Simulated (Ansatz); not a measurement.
## LiLaSO (P4/nmm):V_La, thermodynamic levels from a 64-atom cell

Charge states of V_La in LiLaSO (P4/nmm), set against the band edges. Model: a cell of 64 host atoms with 1 La taken out.

Calculated with Ansatz 0.2.0; place-levels on PBEsol runs: charge-transition levels and formation energies with image-charge correction and potential alignment at the atomic sites.

## Step 1: Set-up

The cell holds 63 atoms: 16 Li, 15 La, 16 S and 16 O. Cell: a = 11.242 Å, b = 11.242 Å, c = 8.634 Å, α = 90.0°, β = 90.0°, γ = 90.0°. It derives from LiLaSO (space group P4/nmm). Nearest the centre at fractional (0.625, 0.375, 0.144): O45 at 2.34 Å, O63 at 2.34 Å, O46 at 2.34 Å, O60 at 2.34 Å, S58 at 3.27 Å, S42 at 3.27 Å, S43 at 3.27 Å, S12 at 3.27 Å.

As a file:

```xyz
63
Lattice="7.9492 7.9492 0.0000 -7.9492 7.9492 0.0000 0.0000 0.0000 8.6338" Properties=species:S:1:pos:R:3 pbc="T T T"
Li   -1.9873    1.9873    4.3169
Li    1.9873    1.9873    4.3169
Li    0.0000    0.0000    4.3169
Li    0.0000    3.9746    4.3169
La    0.0000    1.9873    7.3905
La    0.0000    5.9619    7.3905
La   -1.9873    3.9746    1.2434
La    1.9873    3.9746    1.2434
S    -1.9873    3.9746    5.7232
S     1.9873    3.9746    5.7232
S     0.0000    1.9873    2.9106
S     0.0000    5.9619    2.9106
O     0.0000    0.0000    0.0000
O     0.0000    3.9746    0.0000
O    -1.9873    1.9873    0.0000
O     1.9873    1.9873    0.0000
Li   -5.9619    5.9619    4.3169
Li   -1.9873    5.9619    4.3169
Li   -3.9746    3.9746    4.3169
Li   -3.9746    7.9492    4.3169
La   -3.9746    5.9619    7.3905
La   -3.9746    9.9365    7.3905
La   -5.9619    7.9492    1.2434
La   -1.9873    7.9492    1.2434
S    -5.9619    7.9492    5.7232
S    -1.9873    7.9492    5.7232
S    -3.9746    5.9619    2.9106
S    -3.9746    9.9365    2.9106
O    -3.9746    3.9746    0.0000
O    -3.9746    7.9492    0.0000
O    -5.9619    5.9619    0.0000
O    -1.9873    5.9619    0.0000
Li    1.9873    5.9619    4.3169
Li    5.9619    5.9619    4.3169
Li    3.9746    3.9746    4.3169
Li    3.9746    7.9492    4.3169
La    3.9746    5.9619    7.3905
La    3.9746    9.9365    7.3905
La    5.9619    7.9492    1.2434
S     1.9873    7.9492    5.7232
S     5.9619    7.9492    5.7232
S     3.9746    5.9619    2.9106
S     3.9746    9.9365    2.9106
O     3.9746    3.9746    0.0000
O     3.9746    7.9492    0.0000
O     1.9873    5.9619    0.0000
O     5.9619    5.9619    0.0000
Li   -1.9873    9.9365    4.3169
Li    1.9873    9.9365    4.3169
Li    0.0000    7.9492    4.3169
Li    0.0000   11.9238    4.3169
La    0.0000    9.9365    7.3905
La    0.0000   13.9111    7.3905
La   -1.9873   11.9238    1.2434
La    1.9873   11.9238    1.2434
S    -1.9873   11.9238    5.7232
S     1.9873   11.9238    5.7232
S     0.0000    9.9365    2.9106
S     0.0000   13.9111    2.9106
O     0.0000    7.9492    0.0000
O     0.0000   11.9238    0.0000
O    -1.9873    9.9365    0.0000
O     1.9873    9.9365    0.0000
```

Screening for the image-charge correction: ε∞ = (5.41, 5.41, 5.12), ε0 = (20.61, 20.61, 13.45), from a response run on this crystal (DFPT, PBEsol) at that run's own cell.

The cell's shortest repeat is 8.6 Å.

## Step 2: What was run first

A transition level is the Fermi level at which two charge states cost the same, so each charge needs its own total energy, at its own relaxed structure.

Random displacements of about 0.05 Å break the site symmetry at the start, so that the relaxation can reach a distorted minimum if there is one. Forces are taken at one point at (¼, ¼, ¼). The cell holds 3 electrons more than the neutral one, with a uniform background that keeps it neutral on the whole.

The sampling was tested on the host first: at the k-points planned (1x1x1 shifted 0.25 0.25 0.25) its energy lies 0.000 eV an atom from the dense-mesh value, under the bound of 0.02 eV set for this test; that bounds the host's error, not the defect's.

One of the inputs; charge, spin and start change from state to state.

File qm3.relax/input.yaml:

```yaml
crystal:
  lattice:
    - [3.9745914, 3.9745914, 0.0]
    - [-3.9745914, 3.9745914, 0.0]
    - [0.0, 0.0, 8.63382131]
  atoms:
    - { symbol: Li, position: [0.0, 0.5, 0.5] }
    - { symbol: Li, position: [0.5, 0.0, 0.5] }
    - { symbol: Li, position: [0.0, 0.0, 0.5] }
    - { symbol: Li, position: [0.5, 0.5, 0.5] }
    - { symbol: La, position: [0.25, 0.25, 0.85598973] }
    - { symbol: La, position: [0.75, 0.75, 0.85598973] }
    - { symbol: La, position: [0.25, 0.75, 0.14401027] }
    - { symbol: La, position: [0.75, 0.25, 0.14401027] }
    - { symbol: S, position: [0.25, 0.75, 0.66288714] }
    - { symbol: S, position: [0.75, 0.25, 0.66288714] }
    - { symbol: S, position: [0.25, 0.25, 0.33711286] }
    - { symbol: S, position: [0.75, 0.75, 0.33711286] }
    - { symbol: O, position: [0.0, 0.0, 0.0] }
    - { symbol: O, position: [0.5, 0.5, 0.0] }
    - { symbol: O, position: [0.0, 0.5, 0.0] }
    - { symbol: O, position: [0.5, 0.0, 0.0] }
  supercell: [2, 2, 1]
  defects: [{ vacancy: 38 }]
total_charge: -3
basis:
  ecutwfc: 420
  xc_grid: 2
hamiltonian:
  xc: pbesol
kpoints:
  mp_grid: { grid: [1, 1, 1], shift: [0.25, 0.25, 0.25] }
scf:
  occupations: { method: fixed }
  max_iter: 60
output:
  forces: true
  charged_corrections:
    epsilon: [5.41, 5.41, 5.12]
    static_epsilon: [20.61, 20.61, 13.45]
relax:
  f_tol: 0.02
  max_steps: 80
  random_displacement: { amplitude: 0.05, seed: 3868 }
checkpoint:
  write: "../qm3.relax.run"
  compress: false
  write_wavefunctions: true
  write_every: 100000
```

Started as:

```console
ansatz run input.yaml --threads 4 --pin off --max-ram 14131MiB --backend cpu --events-out ev --progress --plain --runs-dir out
```

The relaxed structure is kept and the sampling changed to a 2×2×2 shifted mesh.

The run of this state that the levels use, under PBEsol:

File qm3.point/input.yaml:

```yaml
crystal:
  checkpoint: "../qm3.relax.run"
  host: checkpoint
total_charge: -3
basis:
  ecutwfc: 420
  xc_grid: 2
hamiltonian:
  xc: pbesol
kpoints:
  mp_grid: { grid: [2, 2, 2], shift: [0.5, 0.5, 0.5] }
scf:
  occupations: { method: fermi_dirac, width: 0.01 }
  max_iter: 60
output:
  forces: true
  eigenvalues: true
  charged_corrections:
    epsilon: [5.41, 5.41, 5.12]
    static_epsilon: [20.61, 20.61, 13.45]
    defect_position: [0.625, 0.375, 0.14401]
  eigenstates: { localisation: true }
  populations: true
checkpoint:
  read: "../qm3.relax.run"
  write: "../qm3.point.run"
  compress: false
  write_wavefunctions: false
  write_every: 100000
```

Relaxations under PBEsol at one point at (¼, ¼, ¼); times on 4 threads of Arm Neoverse V2, shared host:

```tsv
charge	moment (μB)	occupations	outcome	steps	largest displacement against the far atoms (Å)	time
−3	0	fixed	converged	7	0.24	98 s
−2	1	fixed	converged	7	0.24	3.4 min
−1	0	fixed	not converged	-	-	40 s
−1	0	fermi-dirac	converged	8	0.25	2.2 min
−1	2	fixed	converged	8	0.24	4.3 min
0	1	fixed	converged	8	0.25	5.6 min
0	3	fixed	not converged	1	-	2.3 min
0	3	fermi-dirac	converged	9	0.25	8.4 min
+1	0	fixed	not converged	-	-	38 s
+1	0	fermi-dirac	converged	9	0.26	2.2 min
+1	2	fixed	converged	9	0.29	7 min
```

Single points under PBEsol at a 2×2×2 shifted mesh; times on 4 threads of Arm Neoverse V2, shared host:

```tsv
charge	moment (μB)	occupations	outcome	time
−3	0	fermi-dirac	converged	92 s
−2	1	fermi-dirac	converged	4.1 min
−1	0	fermi-dirac	converged	2.1 min
−1	2	fermi-dirac	converged	4.4 min
0	1	fermi-dirac	converged	4.1 min
0	3	fermi-dirac	converged	4.5 min
+1	0	fermi-dirac	converged	2 min
+1	2	fermi-dirac	converged	6.9 min
```

Distances (Å) from the ideal centre to the nearest atoms after relaxation with PBEsol:

```tsv
charge	moment (μB)	1.	2.	3.	4.	5.	6.
−3	0	O 2.55	O 2.56	O 2.56	O 2.56	S 3.40	S 3.40
−2	1	O 2.56	O 2.56	O 2.56	O 2.56	S 3.39	S 3.40
−1	0	O 2.56	O 2.56	O 2.57	O 2.57	S 3.39	S 3.40
−1	2	O 2.56	O 2.57	O 2.57	O 2.57	S 3.39	S 3.39
0	1	O 2.55	O 2.56	O 2.56	O 2.57	S 3.40	S 3.40
0	3	O 2.55	O 2.56	O 2.56	O 2.57	S 3.40	S 3.40
+1	0	O 2.55	O 2.57	O 2.57	O 2.57	S 3.40	S 3.40
+1	2	O 2.54	O 2.54	O 2.57	O 2.59	S 3.40	S 3.40
```

[end of part 1 of 2]

[Logs are printed without paths, hosts, clocks, repeated set-up lines and the standing remarks that a program may print on its own settings, such as how far it seeks lower states.]

[Hosts, paths, dates, database ids (printed as entryN), source tags and the programs' standing remarks are cut or masked in the printed files.]

[Where a table of states has a column of steps, it counts the stored structures, which are thinned; the runs took as many ionic steps or more.]

[A defect's name tells the site on which it was built; relaxed atoms can leave that site.]

[For some hosts the program warned that the k-mesh of the response run may be too coarse for force constants and the static dielectric constant; such warnings are not shown here.]
